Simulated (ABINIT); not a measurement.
# Quasiparticle gap of SiC (F-43m) in ABINIT, part 2 of 3

Aim: the G0W0 gap of SiC (F-43m) on PBE, step by step.

ABINIT 10.8.3; PBE and many-body steps on it, plane waves. Known limits of the many-body steps: short of the basis limit.

So far. Step 2 (Ground state): The gap is indirect, with the least direct gap 3.19 eV higher.

## 3. Bands along the symmetry lines

Level of this step: DFT, PBE, plane waves, norm-conserving pseudopotentials (ABINIT).

Levels along a band path, at the cheap level, show where the edges lie and whether the meshes to come will hold them.

run.abi reads:

```
acell 3*1.0 Angstrom
rprim 
  -0.000000000000 2.179000000000 2.179000000000
  2.179000000000 -0.000000000000 2.179000000000
  2.179000000000 2.179000000000 -0.000000000000
ntypat 2
znucl 14 6
natom 2
typat 1 2
xred 
  0.000000000000 0.000000000000 0.000000000000
  0.250000000000 0.250000000000 0.250000000000
pp_dirpath "pseudos"
pseudos "Si.upf, C.upf"
ecut 37
iscf -2
irdden 1
kptopt 0
nkpt 50
kpt 
  0.00000000 0.00000000 0.00000000
  -0.06250000 -0.06250000 0.00000000
  -0.12500000 -0.12500000 0.00000000
  -0.18750000 -0.18750000 0.00000000
  -0.25000000 -0.25000000 0.00000000
  -0.31250000 -0.31250000 0.00000000
  -0.37500000 -0.37500000 0.00000000
  -0.43750000 -0.43750000 0.00000000
  -0.50000000 -0.50000000 0.00000000
  -0.48437500 -0.48437500 0.03125000
  -0.46875000 -0.46875000 0.06250000
  -0.45312500 -0.45312500 0.09375000
  -0.43750000 -0.43750000 0.12500000
  -0.42187500 -0.42187500 0.15625000
  -0.40625000 -0.40625000 0.18750000
  -0.39062500 -0.39062500 0.21875000
  -0.37500000 -0.37500000 0.25000000
  -0.37500000 0.00000000 0.37500000
  -0.32812500 0.00000000 0.32812500
  -0.28125000 0.00000000 0.28125000
  -0.23437500 0.00000000 0.23437500
  -0.18750000 0.00000000 0.18750000
  -0.14062500 0.00000000 0.14062500
  -0.09375000 0.00000000 0.09375000
  -0.04687500 0.00000000 0.04687500
  0.00000000 0.00000000 0.00000000
  0.00000000 0.00000000 0.06250000
  0.00000000 0.00000000 0.12500000
  0.00000000 0.00000000 0.18750000
  0.00000000 0.00000000 0.25000000
  0.00000000 0.00000000 0.31250000
  0.00000000 0.00000000 0.37500000
  0.00000000 0.00000000 0.43750000
  0.00000000 0.00000000 0.50000000
  -0.06250000 -0.03125000 0.46875000
  -0.12500000 -0.06250000 0.43750000
  -0.18750000 -0.09375000 0.40625000
  -0.25000000 -0.12500000 0.37500000
  -0.31250000 -0.15625000 0.34375000
  -0.37500000 -0.18750000 0.31250000
  -0.43750000 -0.21875000 0.28125000
  -0.50000000 -0.25000000 0.25000000
  -0.50000000 -0.28125000 0.21875000
  -0.50000000 -0.31250000 0.18750000
  -0.50000000 -0.34375000 0.15625000
  -0.50000000 -0.37500000 0.12500000
  -0.50000000 -0.40625000 0.09375000
  -0.50000000 -0.43750000 0.06250000
  -0.50000000 -0.46875000 0.03125000
  -0.50000000 -0.50000000 0.00000000
istwfk *1
nband 11
nbdbuf 2
tolwfr 1e-08
nstep 40
prtwf 0
prtvol 0
indata_prefix "in"
outdata_prefix "out"
tmpdata_prefix "tmp"
```

Launch:

```bash
OMP_NUM_THREADS=1 mpirun -n 8 abinit run.abi > log
```

Output:

```text
.Version 10.8.3 of ABINIT. v10.8.2 released Aug 2026.

 Symmetries : space group F-4 3 m (#216); Bravais cF (face-center cubic)
[... echo of the input left out ...]
== DATASET  1 ==================================================================
-   mpi_nproc: 8, omp_nthreads: 1 (-1 if OMP is not activated)

--- !DatasetInfo
iteration_state: {dtset: 1, }
dimensions: {natom: 2, nkpt: 50, mband: 11, nsppol: 1, nspinor: 1, nspden: 1, mpw: 1524, }
cutoff_energies: {ecut:  37.0, pawecutdg:  -1.0, }
electrons: {nelect:   8.00000000E+00, charge:   0.00000000E+00, occopt:   1.00000000E+00, tsmear:   1.00000000E-02, }

 Real(R)+Recip(G) space primitive vectors, cartesian coordinates (Bohr,Bohr^-1):
 R(1)=  0.0000000  4.1177132  4.1177132  G(1)= -0.1214266  0.1214266  0.1214266
 R(2)=  4.1177132  0.0000000  4.1177132  G(2)=  0.1214266 -0.1214266  0.1214266
 R(3)=  4.1177132  4.1177132  0.0000000  G(3)=  0.1214266  0.1214266 -0.1214266
 Unit cell volume ucvol=  1.3963629E+02 bohr^3
 Angles (23,13,12)=  6.00000000E+01  6.00000000E+01  6.00000000E+01 degrees

 getcut: wavevector=  0.0000  0.0000  0.0000  ngfft=  32  32  32
         ecut(hartree)=     37.000   => boxcut(ratio)=   2.00684

--- Pseudopotential description ------------------------------------------------
- Si Generated using ONCVPSP code by D. R. Hamann
- 14.00000   4.00000  171031                  znucl, zion, pspdat
12 -101130 2 -1 1510                          pspcod,pspxc,lmax,lloc,mmax
     nproj     2     2     2
  pspatm : epsatm=    9.34321561
         --- l  ekb(1:nproj) -->
             0    5.168965    0.829883
             1    2.571282    0.578307
             2   -2.427311   -0.488097
 pspatm: atomic psp has been read  and splines computed

- C Generated using ONCVPSP code by D. R. Hamann
-  6.00000   4.00000  171031                  znucl, zion, pspdat
12 -101130 1 -1 1248                          pspcod,pspxc,lmax,lloc,mmax
     nproj     2     2     0
  pspatm : epsatm=    4.31346680
         --- l  ekb(1:nproj) -->
[...]
pspatm: atomic psp has been read  and splines computed

--------------------------------------------------------------------------------

================================================================================
 prteigrs : about to open file out_EIG
 Non-SCF case, kpt    1 (  0.00000  0.00000  0.00000), residuals and eigenvalues=
  7.31E-09  4.96E-09  5.11E-09  9.57E-09  4.44E-09  2.28E-09  5.11E-09  7.08E-09
[...]
-3.1511E-01  2.5118E-01  2.5118E-01  2.5118E-01  4.7989E-01  5.1987E-01
  5.1987E-01  5.1987E-01  7.8510E-01  7.8510E-01  8.5604E-01
 Non-SCF case, kpt    2 ( -0.06250 -0.06250  0.00000), residuals and eigenvalues=
  9.46E-10  3.51E-09  2.94E-09  7.57E-09  2.73E-09  5.13E-09  2.12E-09  7.33E-09
[...]
-3.1136E-01  2.3949E-01  2.4389E-01  2.4389E-01  4.8954E-01  5.1068E-01
[...]
Non-SCF case, kpt    3 ( -0.12500 -0.12500  0.00000), residuals and eigenvalues=
  1.01E-09  2.75E-09  3.28E-09  3.77E-09  2.35E-09  4.84E-09  1.51E-09  8.94E-09
[...]
-3.0018E-01  2.1014E-01  2.2553E-01  2.2553E-01  4.7852E-01  5.1628E-01
  5.5867E-01  5.5867E-01  6.7428E-01  8.0189E-01  9.1296E-01
[...]
Non-SCF case, kpt   49 ( -0.50000 -0.46875  0.03125), residuals and eigenvalues=
[...]
-1.3046E-01 -3.4798E-02  1.3098E-01  1.3132E-01  3.0612E-01  4.1484E-01
  7.5986E-01  7.6594E-01  7.9086E-01  9.7615E-01  1.0605E+00
 Non-SCF case, kpt   50 ( -0.50000 -0.50000  0.00000), residuals and eigenvalues=
[...]
-1.3075E-01 -3.5551E-02  1.3389E-01  1.3389E-01  3.0121E-01  4.1043E-01
  7.6569E-01  7.6569E-01  7.9395E-01  9.8755E-01  1.0706E+00

--- !ResultsGS
iteration_state: {dtset: 1, }
comment   : Summary of ground state results
lattice_vectors:
- [ -0.0000000,   4.1177132,   4.1177132, ]
- [  4.1177132,  -0.0000000,   4.1177132, ]
- [  4.1177132,   4.1177132,  -0.0000000, ]
lattice_lengths: [   5.82333,    5.82333,    5.82333, ]
lattice_angles: [ 60.000,  60.000,  60.000, ] # degrees, (23, 13, 12)
lattice_volume:   1.3963629E+02
convergence: {deltae:  0.000E+00, res2:  0.000E+00, residm:  9.981E-09, diffor:  0.000E+00, }
etotal    :  -1.02697872E+01
entropy   :   0.00000000E+00
fermie    :   2.51183540E-01
cartesian_stress_tensor: null
pressure_GPa: null
xred      :
- [  0.0000E+00,   0.0000E+00,   0.0000E+00, Si]
- [  2.5000E-01,   2.5000E-01,   2.5000E-01,  C]
cartesian_forces: null
force_length_stats: {min: null, max: null, mean: null, }

 Integrated electronic density in atomic spheres:
 ------------------------------------------------
 Atom  Sphere_radius  Integrated_density
[...]
================================================================================

 ----iterations are completed or convergence reached----

 Mean square residual over all n,k,spin=   47.481E-10; max=  99.808E-10
 reduced coordinates (array xred) for    2 atoms
[...]
cartesian coordinates (angstrom) at end:
    1      0.000000     0.000000     0.000000
    2      1.089500     1.089500     1.089500
 length scales=  1.889726  1.889726  1.889726 bohr
              =  1.000000  1.000000  1.000000 angstroms
 prteigrs : about to open file out_EIG
 Eigenvalues (hartree) for nkpt=  50  k points:
 kpt#   1, nband= 11, wtk=  1.00000, kpt=  0.0000  0.0000  0.0000 (reduced coord)
[...]
kpt#   2, nband= 11, wtk=  1.00000, kpt= -0.0625 -0.0625  0.0000 (reduced coord)
[...]
kpt#   3, nband= 11, wtk=  1.00000, kpt= -0.1250 -0.1250  0.0000 (reduced coord)
[...]
kpt#  49, nband= 11, wtk=  1.00000, kpt= -0.5000 -0.4687  0.0313 (reduced coord)
  -0.13046   -0.03480    0.13098    0.13132    0.30612    0.41484    0.75986    0.76594
   0.79086    0.97615    1.06049
 kpt#  50, nband= 11, wtk=  1.00000, kpt= -0.5000 -0.5000  0.0000 (reduced coord)
  -0.13075   -0.03555    0.13389    0.13389    0.30121    0.41043    0.76569    0.76569
   0.79395    0.98755    1.07056

== END DATASET(S) ==============================================================
================================================================================

 -outvars: echo values of variables after computation  --------
            nband          11
             nkpt          50
          spgroup         216
 [... the other variables as echoed above ...]

 Calculation completed.
```

Wall time 2.6 s (8 MPI ranks of Arm Neoverse V2, shared host); peak memory 0.06 GiB; 20 s of CPU time.

This step gave:

```
gap                        : 1.361 eV
k of the valence top       : 0, 0, 0
k of the conduction bottom : -0.5, -0.5, 0
least direct gap           : 4.553 eV
```

The gap is 1.361 eV, as in the run before at this level.

The electronic bands at the labelled points (eV, zero at the top of the highest filled band; v1 is the highest filled band, c1 the lowest empty one):

| point | v4 | v3 | v2 | v1 | c1 | c2 | c3 | c4 |
| --- | --- | --- | --- | --- | --- | --- | --- | --- |
| Γ | -15.41 | 0.00 | 0.00 | 0.00 | 6.22 | 7.31 | 7.31 | 7.31 |
| halfway | -13.81 | -3.35 | -1.94 | -1.94 | 4.06 | 6.35 | 10.58 | 10.58 |
| X | -10.39 | -7.80 | -3.19 | -3.19 | 1.36 | 4.33 | 14.00 | 14.00 |
| halfway | -10.34 | -7.64 | -4.23 | -3.04 | 2.10 | 5.31 | 13.33 | 13.54 |
| U | -10.39 | -7.28 | -5.55 | -2.60 | 3.11 | 7.78 | 11.84 | 12.45 |
| jump to K | -10.39 | -7.28 | -5.55 | -2.60 | 3.11 | 7.78 | 11.84 | 12.45 |
| halfway | -13.64 | -4.48 | -2.93 | -0.54 | 6.77 | 7.84 | 8.25 | 9.05 |
| Γ | -15.41 | 0.00 | 0.00 | 0.00 | 6.22 | 7.31 | 7.31 | 7.31 |
| halfway | -14.21 | -4.30 | -0.61 | -0.61 | 5.99 | 7.91 | 7.91 | 9.35 |
| L | -11.84 | -8.54 | -1.05 | -1.05 | 5.43 | 7.23 | 7.23 | 10.05 |
| halfway | -11.20 | -7.83 | -3.71 | -2.26 | 5.25 | 7.28 | 10.15 | 11.00 |
| W | -10.16 | -7.03 | -4.99 | -4.69 | 5.21 | 9.44 | 9.45 | 9.79 |
| halfway | -10.28 | -7.49 | -4.07 | -4.05 | 3.06 | 6.02 | 11.94 | 13.32 |
| X | -10.39 | -7.80 | -3.19 | -3.19 | 1.36 | 4.33 | 14.00 | 14.00 |

The electronic bands as a text plot (rows in eV, shown from -8.0 to 7.4 only):

```
    7.0 |+++++           +      ++++++++        +++++++
    6.4 |++++ ++                     +++++++
    5.8 |       ++      +     ++            +++++ ++++       +
    5.1 |    +    +    +    ++                   +    ++++++  +
    4.5 |          ++++                                     +  ++
    3.8 |     ++           +
    3.2 |       ++        +                                  +
    2.6 |               ++                                    +
    1.9 |         +   ++                                       +
    1.3 |          +++                                          +
    0.6 |
    0.0 |**                      **********
   -0.6 |  **                   *  ***  *  *****
   -1.3 |  ***              ****         **     *****
   -1.9 |    ***           *     ****               **
   -2.6 |       ***      **                *         **
   -3.2 |     **   ******       ***                    *       **
   -3.8 |                     **                      * *    **
   -4.5 |       **     **       *           *          * ****
   -5.1 |                *  **                          ****
   -5.8 |         *       **  **             **
   -6.4 |                   **
   -7.0 |          **     **                   *        *****
   -7.7 |            *****                            **     ****
         Γ           X  U|K            Γ         L        W     X
```

## 4. Empty states on the mesh, 6×6×6 mesh, 58 bands

The sums over transitions need many empty states on a uniform mesh; this step solves for them.

run.abi reads:

```
acell 3*1.0 Angstrom
rprim 
  -0.000000000000 2.179000000000 2.179000000000
  2.179000000000 -0.000000000000 2.179000000000
  2.179000000000 2.179000000000 -0.000000000000
ntypat 2
znucl 14 6
natom 2
typat 1 2
xred 
  0.000000000000 0.000000000000 0.000000000000
  0.250000000000 0.250000000000 0.250000000000
pp_dirpath "pseudos"
pseudos "Si.upf, C.upf"
ecut 37
ngkpt 6 6 6
nshiftk 1
shiftk 0 0 0
kptopt 1
chksymbreak 0
irdden 1
istwfk *1
nband 58
prtvol 0
optdriver 6
gwr_task "HDIAGO"
paral_kgb 0
occopt 1
indata_prefix "in"
outdata_prefix "out"
tmpdata_prefix "tmp"
```

Output:

```text
[banner, memory and clock lines left out]
.Version 10.8.3 of ABINIT. v10.8.2 released Aug 2026.

 Symmetries : space group F-4 3 m (#216); Bravais cF (face-center cubic)
[... echo of the input left out ...]
== DATASET  1 ==================================================================
-   mpi_nproc: 8, omp_nthreads: 1 (-1 if OMP is not activated)

--- !DatasetInfo
iteration_state: {dtset: 1, }
dimensions: {natom: 2, nkpt: 16, mband: 58, nsppol: 1, nspinor: 1, nspden: 1, mpw: 1524, }
cutoff_energies: {ecut:  37.0, pawecutdg:  -1.0, }
electrons: {nelect:   8.00000000E+00, charge:   0.00000000E+00, occopt:   1.00000000E+00, tsmear:   1.00000000E-02, }

.Using double precision arithmetic; gwpc =  8

- Reading GS density from: in_DEN

--- Pseudopotential description ------------------------------------------------
- Si Generated using ONCVPSP code by D. R. Hamann
- 14.00000   4.00000  171031                  znucl, zion, pspdat
12 -101130 2 -1 1510                          pspcod,pspxc,lmax,lloc,mmax
     nproj     2     2     2
  pspatm : epsatm=    9.34321561
         --- l  ekb(1:nproj) -->
             0    5.168965    0.829883
             1    2.571282    0.578307
             2   -2.427311   -0.488097
 pspatm: atomic psp has been read  and splines computed

- C Generated using ONCVPSP code by D. R. Hamann
-  6.00000   4.00000  171031                  znucl, zion, pspdat
12 -101130 1 -1 1248                          pspcod,pspxc,lmax,lloc,mmax
     nproj     2     2     0
  pspatm : epsatm=    4.31346680
         --- l  ekb(1:nproj) -->
             0    6.481548    0.385504
             1   -4.199961   -0.877517
 pspatm: atomic psp has been read  and splines computed

   1.09253459E+02                                ecore*ucvol(ha*bohr**3)

 Total charge density [el/Bohr^3]
)     Maximum=    2.7627E-01  at reduced coord.    0.1875    0.2188    0.4063
)     Minimum=    1.3992E-03  at reduced coord.    0.0000    0.0000    0.0000
   Integrated=    8.0000E+00

 === KS gaps after direct diagonalization ===
 Indirect band gap semiconductor
 Fundamental gap:     1.361 (eV)
   VBM:     6.835 (eV) at k: [ 0.0000E+00,  0.0000E+00,  0.0000E+00]
   CBM:     8.196 (eV) at k: [ 5.0000E-01,  5.0000E-01,  0.0000E+00]
 Direct gap:         4.553 (eV) at k: [ 5.0000E-01,  5.0000E-01,  0.0000E+00]

== END DATASET(S) ==============================================================

 -outvars: echo values of variables after computation  --------
           etotal      0.0000000000E+00
            nband          58
             nkpt          16
          spgroup         216
 [... the other variables as echoed above ...]

 Calculation completed.
```

The job ended after 8.3 s (8 MPI ranks; peak memory 1.4 GiB).

This step gave:

| Quantity | Value |
| --- | --- |
| gap | 1.361 eV |
| k of the valence top | 0, 0, 0 |
| k of the conduction bottom | 0.5, 0.5, 0 |
| least direct gap | 4.553 eV |
| k points computed | 16 |
| lowest point of the top converged band, above the valence top | 73.3698 eV |

On this mesh the gap is 1.361 eV.

## 5. Screening, 6×6×6 mesh, 50 bands, screening to 163.3 eV

The RPA dielectric matrix is built and inverted for each q.

This step: RPA screening on PBE, plane waves, norm-conserving pseudopotentials.

run.abi, as its differences from that of step 4:

```diff
@@ -20,10 +20,11 @@
 chksymbreak 0
-irdden 1
 istwfk *1
-nband 58
-prtvol 0
-optdriver 6
-gwr_task "HDIAGO"
-paral_kgb 0
 occopt 1
+irdwfk 1
+optdriver 3
+nband 50
+ecuteps 6
+inclvkb 2
+awtr 1
+symchi 1
 indata_prefix "in"
```

Output:

```text
.Version 10.8.3 of ABINIT. v10.8.2 released Aug 2026.

 Symmetries : space group F-4 3 m (#216); Bravais cF (face-center cubic)
[... echo of the input left out ...]
== DATASET  1 ==================================================================
-   mpi_nproc: 8, omp_nthreads: 1 (-1 if OMP is not activated)

--- !DatasetInfo
iteration_state: {dtset: 1, }
dimensions: {natom: 2, nkpt: 16, mband: 50, nsppol: 1, nspinor: 1, nspden: 1, mpw: 1524, }
cutoff_energies: {ecut:  37.0, pawecutdg:  -1.0, }
electrons: {nelect:   8.00000000E+00, charge:   0.00000000E+00, occopt:   1.00000000E+00, tsmear:   1.00000000E-02, }

 SCREENING: Calculation of the susceptibility and dielectric matrices

 Based on a program developped by R.W. Godby, V. Olevano, G. Onida, and L. Reining.
 Incorporated in ABINIT by V. Olevano, G.-M. Rignanese, and M. Torrent.
.Using double precision arithmetic ; gwpc =  8

[... cell and pseudopotentials left out ...]
--------------------------------------------------------------------------------

 ==== K-mesh for the wavefunctions ====
 Number of points in the irreducible wedge :    16
[... list of points left out ...]
 Together with 24 symmetry operations and time-reversal symmetry
 yields   216 points in the full Brillouin Zone.

 ==== Q-mesh for the screening function ====
 Number of points in the irreducible wedge :    16
[... list of points left out ...]
 Together with 24 symmetry operations and time-reversal symmetry
 yields   216 points in the full Brillouin Zone.

 setmesh: FFT mesh size selected  =    24x   24x   24
          total number of points  =        13824

 vcoul_init : cutoff-mode = AUXILIARY_FUNCTION
 q-points for optical limit:   1
     1)      0.000010    0.000020    0.000030

- screening: taking advantage of time-reversal symmetry
- Maximum band index for partially occupied states nbvw = 4
- Remaining bands to be divided among processors   nbcw = 46
- Number of bands treated by each node ~5

 Number of electrons calculated from density =    8.0000; Expected =    8.0000
 average of density, n =  0.057292
 r_s =    1.6092
 omega_plasma =   23.0888 [eV]

 calculating chi0 at frequencies [eV] :
  1    0.000000E+00    0.000000E+00
  2    0.000000E+00    2.308880E+01

--------------------------------------------------------------------------------
  q-point number  1        q = ( 0.000000, 0.000000, 0.000000) [r.l.u.]
--------------------------------------------------------------------------------
[... chi0 elements left out ...]
 For q-point:  0.000010 0.000020 0.000030
  dielectric constant =   7.0792
  dielectric constant without local fields =   7.7424

  Average fulfillment of the sum rule on Im[epsilon] for q-point    1 :     79.22  [%]
[... wings left out ...]
  q-point number  2        q = ( 0.166667, 0.000000, 0.000000) [r.l.u.]
--------------------------------------------------------------------------------
[... chi0 elements left out ...]
  Average fulfillment of the sum rule on Im[epsilon] for q-point    2 :     91.98  [%]

 [... 14 further q-points ...]
```

The job ended after 10 s (8 MPI ranks; peak memory 0.89 GiB; 82 s of CPU time).

Numbers from this step:

- ε∞ with local fields, on this mesh: 7.079
- ε∞ without local fields, on this mesh: 7.742
- plasma frequency: 23.09 eV
- plane waves in the screening matrix: 113

Local fields lower ε∞ by 9 %.

(Continued in part 3 of 3.)

[Long decimals in the printed logs are rounded to 6 places.]

[Logs are printed without paths, hosts, clocks, repeated set-up lines and the standing remarks that a program may print on its own settings, such as how far it seeks lower states.]

[Paths, hosts, dates, memory and timing lines, banners, echoed tables and standing remarks are left out of the program output; an Ansatz launch command may be rebuilt from the run's recorded settings. Measured values are a selection of at most five: reports struck by readers or far from the other reports are left out. None is set beside runs whose start may be inverted or whose files or cutoffs have a known fault.]

[Runs of the session that timed out or met a known fault of the program may be left out.]

[Hosts, paths, dates, database ids (printed as entryN), source tags and the programs' standing remarks are cut or masked in the printed files.]

[G0W0 gaps are taken among the corrected bands and points alone; a level outside them can change the order at an edge.]

[Where Ansatz stands beside ABINIT at settings called matched, ABINIT's density can come from a denser mesh and the files from another edition; pairs whose starting gaps differed by over 0.03 eV were left out, so agreement reads better than it is.]
